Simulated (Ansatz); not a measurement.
# Band gap of ZnSb (Pbca) from density functionals to GW

Aim: the gap of ZnSb (Pbca) at several levels of theory on one structure, with the time that each takes.

Program: Ansatz 0.2.0. Level of theory: density functionals, hybrids and G0W0, plane waves, PAW. Results are calculated unless marked as measured.

This is a report of a sequence of runs, with most program output left out.

In doubt: masses and optical values from hybrid runs of this build are listed as unsure (step 8), which bears on the screening that GW takes from such a start; the program warns that the response may not be converged on this k-mesh (in some of the runs), which bears on dielectric and field responses.

### Step 1. The structure

It takes space group Pbca (No. 61, orthorhombic). Conventional cell: a = 6.218 Å, b = 7.741 Å, c = 8.115 Å, α = 90.00°, β = 90.00°, γ = 90.00°. Zn has 4 Sb at 2.64 to 2.94 Å and 1 Zn at 2.82 Å nearest. Nearest to Sb lie 4 Zn at 2.64 to 2.94 Å and 1 Sb at 2.81 Å. Farther neighbours are not listed.

The cell and positions come from the Crystallography Open Database and are kept as given unless a step says otherwise. Spin-orbit coupling is left out unless a step names it. The default PAW set here is soft_2. Its files were made with PBE.

### Step 2. LDA on the 4×4×4 mesh

This step: DFT, LDA, plane waves, PAW.

input.yaml reads:

```yaml
crystal:
  lattice:
    - [6.218, 0.0, 0.0]
    - [0.0, 7.741, 0.0]
    - [0.0, 0.0, 8.115]
  atoms:
    - { symbol: Zn, position: [0.4539, 0.1115, 0.8673] }
    - { symbol: Zn, position: [0.0461, 0.8885, 0.3673] }
    - { symbol: Zn, position: [0.9539, 0.3885, 0.1327] }
    - { symbol: Zn, position: [0.5461, 0.6115, 0.6327] }
    - { symbol: Zn, position: [0.5461, 0.8885, 0.1327] }
    - { symbol: Zn, position: [0.9539, 0.1115, 0.6327] }
    - { symbol: Zn, position: [0.0461, 0.6115, 0.8673] }
    - { symbol: Zn, position: [0.4539, 0.3885, 0.3673] }
    - { symbol: Sb, position: [0.142, 0.0841, 0.1083] }
    - { symbol: Sb, position: [0.358, 0.9159, 0.6083] }
    - { symbol: Sb, position: [0.642, 0.4159, 0.8917] }
    - { symbol: Sb, position: [0.858, 0.5841, 0.3917] }
    - { symbol: Sb, position: [0.858, 0.9159, 0.8917] }
    - { symbol: Sb, position: [0.642, 0.0841, 0.3917] }
    - { symbol: Sb, position: [0.358, 0.5841, 0.1083] }
    - { symbol: Sb, position: [0.142, 0.4159, 0.6083] }
kpoints:
  mp_grid: { grid: [4, 4, 4] }
  band_path:
    path:
      - [0.0, 0.0, 0.0]
      - [0.5, 0.0, 0.0]
      - [0.5, 0.5, 0.0]
      - [0.0, 0.5, 0.0]
      - [0.0, 0.0, 0.5]
      - [0.5, 0.0, 0.5]
      - [0.5, 0.5, 0.5]
      - [0.0, 0.5, 0.5]
      - [0.4, 0.0, 0.0]
      - [0.0, 0.0, 0.35]
      - [0.45, 0.0, 0.0]
    npoints: 1
hamiltonian:
  xc: lda
scf:
  occupations: { method: fixed }
  n_extra_bands: 9
output:
  eigenvalues: true
  forces: true
  stress: true
```

Launch:

```console
$ ansatz run input.yaml --threads 24 --pin off --max-ram 82944MiB --backend cuda --events-out ev --progress --plain --runs-dir out --devices 1 --max-vram 78GiB
```

Elapsed: 2 s, on 1 × NVIDIA GB200 (shared by 2 runs) with 24 threads of Arm Neoverse V2, shared host; peak memory 1.2 GiB.

Numbers from this step:

```
pressure             : -3.222 GPa
gap                  : -0.005543 eV
valence top at       : k = (0.400, 0.000, 0.000)
conduction bottom at : k = (0.000, 0.000, 0.350)
least direct gap     : 0.3735 eV
```

Over mesh and listed points the bands touch or overlap at this level.

### Step 3. r2SCAN on the 4×4×4 mesh

Levels along a band path and on the mesh show where this functional puts the band edges.

This step: DFT, r2SCAN, plane waves, PAW.

input.yaml, the sections that differ from step 2:

```yaml
kpoints:
  mp_grid: { grid: [4, 4, 4] }
  band_path:
    path:
      - [[0.0, 0.0, 0.0], [0.5, 0.0, 0.0], [0.5, 0.5, 0.0], [0.0, 0.5, 0.0], [0.0, 0.0, 0.0], [0.0, 0.0, 0.5], [0.5, 0.0, 0.5], [0.5, 0.5, 0.5], [0.0, 0.5, 0.5], [0.0, 0.0, 0.5]]
      - [[0.5, 0.0, 0.0], [0.5, 0.0, 0.5]]
      - [[0.0, 0.5, 0.0], [0.0, 0.5, 0.5]]
      - [[0.5, 0.5, 0.0], [0.5, 0.5, 0.5]]
    npoints: 10
hamiltonian:
  xc: r2scan
scf:
  occupations: { method: fermi_dirac, width: 0.02 }
  n_extra_bands: 9
# crystal, output: as in step 2
```

Run time: 5.1 s. Hardware: 1 × NVIDIA GB200 (shared by 2 runs) with 24 threads; peak memory 1.7 GiB.

This step gave:

```
pressure             : 0.07950 GPa
filled bands         : 108
gap                  : 0.3980 eV
valence top at       : k = (0.400, 0.000, 0.000)
conduction bottom at : k = (0.000, 0.000, 0.350)
least direct gap     : 0.7827 eV
```

Over mesh and path the gap is 0.398 eV, from k = (0.400, 0.000, 0.000) to k = (0.000, 0.000, 0.350). The least direct gap found is 0.783 eV, at k = (0.450, 0.000, 0.000).

### Step 4. r2SCAN+SOC on the 4×4×4 mesh

This run has two-component orbitals with spin-orbit coupling.

This step: DFT, r2SCAN with spin-orbit coupling, plane waves, PAW.

input.yaml, the sections that differ from step 3:

```yaml
kpoints:
  mp_grid: { grid: [4, 4, 4] }
  band_path:
    path:
      - [0.0, 0.0, 0.0]
      - [0.5, 0.0, 0.0]
      - [0.5, 0.5, 0.0]
      - [0.0, 0.5, 0.0]
      - [0.0, 0.0, 0.5]
      - [0.5, 0.0, 0.5]
      - [0.5, 0.5, 0.5]
      - [0.0, 0.5, 0.5]
      - [0.4, 0.0, 0.0]
      - [0.0, 0.0, 0.35]
      - [0.45, 0.0, 0.0]
    npoints: 1
scf:
  occupations: { method: fermi_dirac, width: 0.02 }
  n_extra_bands: 18
magnetization:
  noncollinear: true
  spin_orbit: true
# crystal, hamiltonian, output: as in step 3
```

Wall time 8.1 s (1 × NVIDIA GB200 (shared by 2 runs) with 24 threads); peak memory 2.7 GiB.

Numbers from this step:

```
pressure             : 0.07398 GPa
gap                  : 0.3869 eV
valence top at       : k = (0.400, 0.000, 0.000)
conduction bottom at : k = (0.000, 0.000, 0.350)
least direct gap     : 0.7668 eV
```

Over mesh and listed points the gap is 0.387 eV, from k = (0.400, 0.000, 0.000) to k = (0.000, 0.000, 0.350). The least direct gap found is 0.767 eV, at k = (0.450, 0.000, 0.000). r2SCAN+SOC against r2SCAN: 0.387 − 0.398 = −0.011 eV, with the same mesh, set of files (read in its fully relativistic form for the spin-orbit run) and cutoff, and both edges at the same k points. The spin-orbit run sees mesh and listed points alone, so its gap is an upper bound: the coupling can move an edge off these points, and the change over the zone, its sign included where it is small, is not known.

### Step 5. HSE06 on the 2×2×2 mesh

HSE06 mixes in a quarter of exact exchange at short range.

This step: DFT, HSE06, plane waves, PAW.

input.yaml: that of step 4 with these lines changed.

```diff
@@ -23,3 +23,3 @@
 kpoints:
-  mp_grid: { grid: [4, 4, 4] }
+  mp_grid: { grid: [2, 2, 2] }
   band_path:
@@ -39,12 +39,7 @@
 hamiltonian:
-  xc: r2scan
+  xc: hse06
 scf:
-  occupations: { method: fermi_dirac, width: 0.02 }
-  n_extra_bands: 18
-magnetization:
-  noncollinear: true
-  spin_orbit: true
+  occupations: { method: fixed }
+  n_extra_bands: 9
 output:
   eigenvalues: true
-  forces: true
-  stress: true
```

Elapsed: 16 s, on 1 × NVIDIA GB200 (shared by 2 runs) with 24 threads; peak memory 2.2 GiB.

This step gave:

```
gap                     : 0.6740 eV
valence top at          : k = (0.450, 0.000, 0.000)
conduction bottom at    : k = (0.000, 0.000, 0.350)
least direct gap        : 1.090 eV
exact-exchange fraction : 0.25
```

Over mesh and listed points the gap is 0.674 eV, from k = (0.450, 0.000, 0.000) to k = (0.000, 0.000, 0.350). The least direct gap found is 1.090 eV, at k = (0.450, 0.000, 0.000). On the 2×2×2 mesh alone the same run gives 0.906 eV, so that mesh misses an edge of HSE06: 0.906 − 0.674 = +0.232 eV. HSE06 against r2SCAN: 0.674 − 0.398 = +0.276 eV. The runs also differ in mesh (4×4×4 and 2×2×2) and plane-wave cutoff (500 eV and 420 eV), and the valence top lies at another k point, so how much of this comes from the functional alone is not known.

### Step 6. PBE0 on the 2×2×2 mesh

PBE0 mixes in a quarter of exact exchange at all distances.

This step: DFT, PBE0, plane waves, PAW.

input.yaml: that of step 5 with these lines changed.

```diff
@@ -39,3 +39,3 @@
 hamiltonian:
-  xc: hse06
+  xc: pbe0
 scf:
```

It took 17 s on 1 × NVIDIA GB200 (shared by 2 runs) with 24 threads; peak memory 2.2 GiB; 2.6 min of CPU time.

This step gave:

- gap: 1.206 eV
- valence top at: k = (0.400, 0.000, 0.000)
- conduction bottom at: k = (0.000, 0.000, 0.350)
- least direct gap: 1.695 eV
- exact-exchange fraction: 0.25

Over mesh and listed points the gap is 1.206 eV, from k = (0.400, 0.000, 0.000) to k = (0.000, 0.000, 0.350). The least direct gap found is 1.695 eV, at k = (0.450, 0.000, 0.000). On the 2×2×2 mesh alone the same run gives 1.517 eV, so that mesh misses an edge of PBE0: 1.517 − 1.206 = +0.311 eV. PBE0 against HSE06: 1.206 − 0.674 = +0.532 eV. Mesh, set of files and cutoff are the same, but the valence top lies at another k point, so this need not be the shift of one pair of states.

### Step 7. G0W0@r2SCAN, 2×2×2 mesh, 886 empty bands, screening to 100 eV

G0W0 replaces the xc potential by a self-energy built once from the orbitals of the start. Levels are corrected in the window of bands that the input names, at points of the mesh.

This step: G0W0 on r2SCAN, plane waves, PAW.

input.yaml: that of step 6 with these lines changed.

```diff
@@ -24,22 +24,11 @@
   mp_grid: { grid: [2, 2, 2] }
-  band_path:
-    path:
-      - [0.0, 0.0, 0.0]
-      - [0.5, 0.0, 0.0]
-      - [0.5, 0.5, 0.0]
-      - [0.0, 0.5, 0.0]
-      - [0.0, 0.0, 0.5]
-      - [0.5, 0.0, 0.5]
-      - [0.5, 0.5, 0.5]
-      - [0.0, 0.5, 0.5]
-      - [0.4, 0.0, 0.0]
-      - [0.0, 0.0, 0.35]
-      - [0.45, 0.0, 0.0]
-    npoints: 1
 hamiltonian:
-  xc: pbe0
+  xc: r2scan
 scf:
   occupations: { method: fixed }
-  n_extra_bands: 9
-output:
-  eigenvalues: true
+gw:
+  n_empty_bands: 886
+  ecut_chi: 100.0
+  qp_bands: [v4, c4]
+  qp_kpoints: band_edges
+  screening: { model: contour_deformation }
```

Run time: 18 s. Hardware: 1 × NVIDIA GB200 (shared by 2 runs) with 24 threads; peak memory 5.3 GiB.

This step gave:

- bands summed: 994
- RPA ε∞ on this mesh (eigenvalues): 30.96, 33.65, 45.69
- plane waves in the screening matrix: 883
- G0W0 gap over the corrected points: 0.7622 eV
- k of the valence top: -0.5, 0, 0
- k of the conduction bottom: 0, 0, -0.5
- starting gap on the mesh: 0.6316 eV
- Z at the valence top: 0.7682
- Z at the conduction bottom: 0.7765
- least direct G0W0 gap over the corrected points: 1.038 eV

Over all 8 irreducible mesh points the G0W0 gap is 0.762 eV, from k = (-0.500, 0.000, 0.000) to k = (0.000, 0.000, -0.500). The r2SCAN gap of this run on the mesh is 0.632 eV. Other states bound it: the two that bound the G0W0 gap lie 0.726 eV apart in r2SCAN, so state for state the correction is 0.762 − 0.726 = +0.036 eV, while gap against gap it is 0.762 − 0.632 = +0.130 eV. The program's warnings for this run: eigensolver not converged.

### Step 8. G0W0@HSE06, 2×2×2 mesh, 412 empty bands, screening to 60 eV

This step: G0W0 on HSE06, plane waves, PAW.

input.yaml: that of step 7 with these lines changed.

```diff
@@ -25,3 +25,3 @@
 hamiltonian:
-  xc: r2scan
+  xc: hse06
 scf:
@@ -29,4 +29,4 @@
 gw:
-  n_empty_bands: 886
-  ecut_chi: 100.0
+  n_empty_bands: 412
+  ecut_chi: 60
   qp_bands: [v4, c4]
```

The job ended after 35 s (1 × NVIDIA GB200 (shared by 2 runs) with 24 threads; peak memory 3.3 GiB; 2.4 min of CPU time).

Numbers from this step:

- bands summed: 520
- RPA ε∞ on this mesh (eigenvalues): 22.86, 26.60, 28.45
- plane waves in the screening matrix: 413
- G0W0 gap over the corrected points: 0.7313 eV
- k of the valence top: -0.5, 0, 0
- k of the conduction bottom: 0, 0, -0.5
- starting gap on the mesh: 0.9055 eV
- Z at the valence top: 0.7839
- Z at the conduction bottom: 0.7901
- least direct G0W0 gap over the corrected points: 1.180 eV

Over all 8 irreducible mesh points the G0W0 gap is 0.731 eV, from k = (-0.500, 0.000, 0.000) to k = (0.000, 0.000, -0.500). The HSE06 gap of this run on the mesh is 0.906 eV. Other states bound it: the two that bound the G0W0 gap lie 0.919 eV apart in HSE06, so state for state the correction is 0.731 − 0.919 = −0.188 eV, while gap against gap it is 0.731 − 0.906 = −0.175 eV. G0W0@HSE06 against G0W0@r2SCAN with 520 bands (a further run, in the table below): 0.731 − 0.687 = +0.044 eV. The runs also differ in plane-wave cutoff (500 eV and 420 eV), so how much of this comes from the start alone is not known.

### Step 9. All levels together

Each gap is the least one over the points named; times are wall times on shared hosts, not benchmarks. A G0W0 time includes the run's own self-consistent start. Runs with listed points see these and the mesh alone, so an edge that moves elsewhere is missed. Rows marked * are further runs, not shown as steps, whose inputs differ from the G0W0 step on the same start in the columns given; solver thresholds can differ too.

```
       level   mesh       files, cutoff  bands summed, screening                         points  gap (eV)             valence top       conduction bottom  least direct gap (eV)   time
         LDA  4×4×4  soft_2 PAW, 420 eV                        -         mesh and listed points      none                       -                       -                  0.374    2 s
      r2SCAN  4×4×4  soft_2 PAW, 500 eV                        -                  mesh and path     0.398   (0.400, 0.000, 0.000)   (0.000, 0.000, 0.350)                  0.783  5.1 s
  r2SCAN+SOC  4×4×4  soft_2 PAW, 500 eV                        -         mesh and listed points     0.387   (0.400, 0.000, 0.000)   (0.000, 0.000, 0.350)                  0.767  8.1 s
       HSE06  2×2×2  soft_2 PAW, 420 eV                        -         mesh and listed points     0.674   (0.450, 0.000, 0.000)   (0.000, 0.000, 0.350)                  1.090   16 s
        PBE0  2×2×2  soft_2 PAW, 420 eV                        -         mesh and listed points     1.206   (0.400, 0.000, 0.000)   (0.000, 0.000, 0.350)                  1.695   17 s
G0W0@r2SCAN*  2×2×2  soft_2 PAW, 500 eV               253, 30 eV  all 8 irreducible mesh points     0.575  (-0.500, 0.000, 0.000)  (0.000, 0.000, -0.500)                  1.091  7.6 s
G0W0@r2SCAN*  2×2×2  soft_2 PAW, 500 eV               520, 60 eV  all 8 irreducible mesh points     0.687  (-0.500, 0.000, 0.000)  (0.000, 0.000, -0.500)                  1.068  9.8 s
 G0W0@r2SCAN  2×2×2  soft_2 PAW, 500 eV              994, 100 eV  all 8 irreducible mesh points     0.762  (-0.500, 0.000, 0.000)  (0.000, 0.000, -0.500)                  1.038   18 s
  G0W0@HSE06  2×2×2  soft_2 PAW, 420 eV               520, 60 eV  all 8 irreducible mesh points     0.731  (-0.500, 0.000, 0.000)  (0.000, 0.000, -0.500)                  1.180   35 s
```

### Step 10. What came out

| Item | Value |
| --- | --- |
| LDA, over mesh and listed points | none |
| r2SCAN, over mesh and path | 0.398 eV |
| r2SCAN+SOC, over mesh and listed points | 0.387 eV |
| HSE06, over mesh and listed points | 0.674 eV |
| PBE0, over mesh and listed points | 1.206 eV |
| G0W0@r2SCAN (994 bands, 2×2×2), over all 8 irreducible mesh points | 0.762 eV |
| G0W0@HSE06, over all 8 irreducible mesh points | 0.731 eV |
| known limits | finite bands, screening cutoff and k mesh; no spin-orbit coupling in G0W0; d shells not analysed; large ε∞ on the G0W0 mesh; screening cutoff under 40 eV in some runs |

**Reading.** The rows run from 0.387 eV (r2SCAN+SOC) to 1.206 eV (PBE0). They differ in mesh, plane-wave cutoff, bands and screening cutoff of G0W0 and the points over which the gap was sought as well as in level, so only pairs that share these are like for like. r2SCAN+SOC against r2SCAN: 0.387 − 0.398 = −0.011 eV, with the same mesh, set of files (read in its fully relativistic form for the spin-orbit run) and cutoff, and both edges at the same k points. The spin-orbit run sees mesh and listed points alone, so its gap is an upper bound: the coupling can move an edge off these points, and the change over the zone, its sign included where it is small, is not known. G0W0@r2SCAN (994 bands, 2×2×2) moves the gap of its own start on the mesh by 0.762 − 0.632 = +0.130 eV, with other states at the edges (they lie 0.726 eV apart at the start). Over mesh and path, r2SCAN puts the valence top at k = (0.400, 0.000, 0.000) and conduction bottom at k = (0.000, 0.000, 0.350), where no G0W0 correction was computed. The G0W0 gap over the whole zone is therefore not known from this run; at its settings it can only be equal to or under the 0.762 eV found, and no correction is carried over from another point. For the start itself the gap is 0.398 eV over mesh and path and 0.632 eV on the mesh of the G0W0 run, in runs that differ in mesh (4×4×4 and 2×2×2). G0W0@HSE06 moves the gap of its own start on the mesh by 0.731 − 0.906 = −0.175 eV, with other states at the edges (they lie 0.919 eV apart at the start). Over mesh and listed points, HSE06 puts the valence top at k = (0.450, 0.000, 0.000) and conduction bottom at k = (0.000, 0.000, 0.350), where no G0W0 correction was computed. The G0W0 gap over the whole zone is therefore not known from this run; at its settings it can only be equal to or under the 0.731 eV found, and no correction is carried over from another point. For the start itself the gap is 0.674 eV over mesh and listed points and 0.906 eV on the mesh of the G0W0 run. What spin-orbit coupling does to the G0W0 levels was not computed, so no sum with the G0W0 gap is formed. For G0W0@r2SCAN: from 253 bands and 30 eV to 994 bands and 100 eV the gap moves by 0.762 − 0.575 = +0.187 eV (rung by rung 0.575, 0.687, 0.762 eV); bands and screening cutoff rise together, so their parts are not told apart. A line in one over the bands through the two highest rungs gives 0.762 + (0.762 − 0.687) × 520 / (994 − 520) = 0.844 eV, and through the pair below 0.687 + (0.687 − 0.575) × 253 / (520 − 253) = 0.793 eV. Carried level by level, other states would bound the gap (0.802 eV), so the limit is not known. The other G0W0 rows are shown at one basis each (520 bands), so their distance from the limit is not known here. For G0W0@r2SCAN (994 bands, 2×2×2): the program's warnings for this run: eigensolver not converged. The G0W0 runs are scalar-relativistic. One-shot GW is known to converge slowly in bands for compounds with shallow d shells. The cell holds Zn; the filling of the d shell and its place against the gap were not analysed here. The largest eigenvalue of the RPA ε∞ is large: 46 in G0W0@r2SCAN (2×2×2, 994 bands), 28 in G0W0@HSE06 (2×2×2, 520 bands), 47 in G0W0@r2SCAN (2×2×2, 253 bands) and 46 in G0W0@r2SCAN (2×2×2, 520 bands). A perturbation-theory run of this series on r2SCAN, not shown as a step (4×4×4 (response on 640 points) mesh, soft_2 PAW), gives 20.0, 20.9 and 24.4 (stated error 1.2), so a mesh with so large a value overstates the long-range screening, which bears on the G0W0 gap by an amount not known here. No pair of G0W0 runs that differ in the mesh alone is shown (2×2×2 is a supercell whose nearest images lie 12 Å apart), so the error from the mesh is not known here. G0W0@r2SCAN runs of this series with other atomic data on the same mesh, not shown as steps, give 0.681 eV (hard PAW, 660 eV, 576 bands, screening to 60 eV; the table's row with the same empty bands and screening cutoff has 0.687 eV); where bands and cutoffs differ too, the part of the files is not isolated. A screening cutoff under 40 eV is crude: G0W0@r2SCAN with 253 bands at 30 eV. Failed or unusable runs of this series, left out of the table: G0W0@LDA (2×2×2 mesh, soft_2 PAW files, 420 eV, 412 empty bands) ended, but its record marks the result as not to be used.

[Paths, hosts, dates, memory and timing lines, banners, echoed tables and standing remarks are left out of the program output.]

[Logs are printed without paths, hosts, clocks, repeated set-up lines and the standing remarks that a program may print on its own settings, such as how far it seeks lower states.]

[Runs of the session that timed out or met a known fault of the program may be left out.]

[Cells called generated may have been cut or substituted from an entry of the Crystallography Open Database or the Materials Project.]

[Hosts, paths, dates, database ids (printed as entryN), source tags and the programs' standing remarks are cut or masked in the printed files.]

[Where an RPA ε∞ is given, it is that of the G0W0 mesh and is not shown converged in it. Names of k-points follow the symmetry that the program found, which can be lower than the space group named. Band edges on a path are those of the sampled points; other points can move an edge, and change direct to indirect where valleys lie close.]

[Hybrid gaps are those of their k-mesh and are not shown converged in it.]
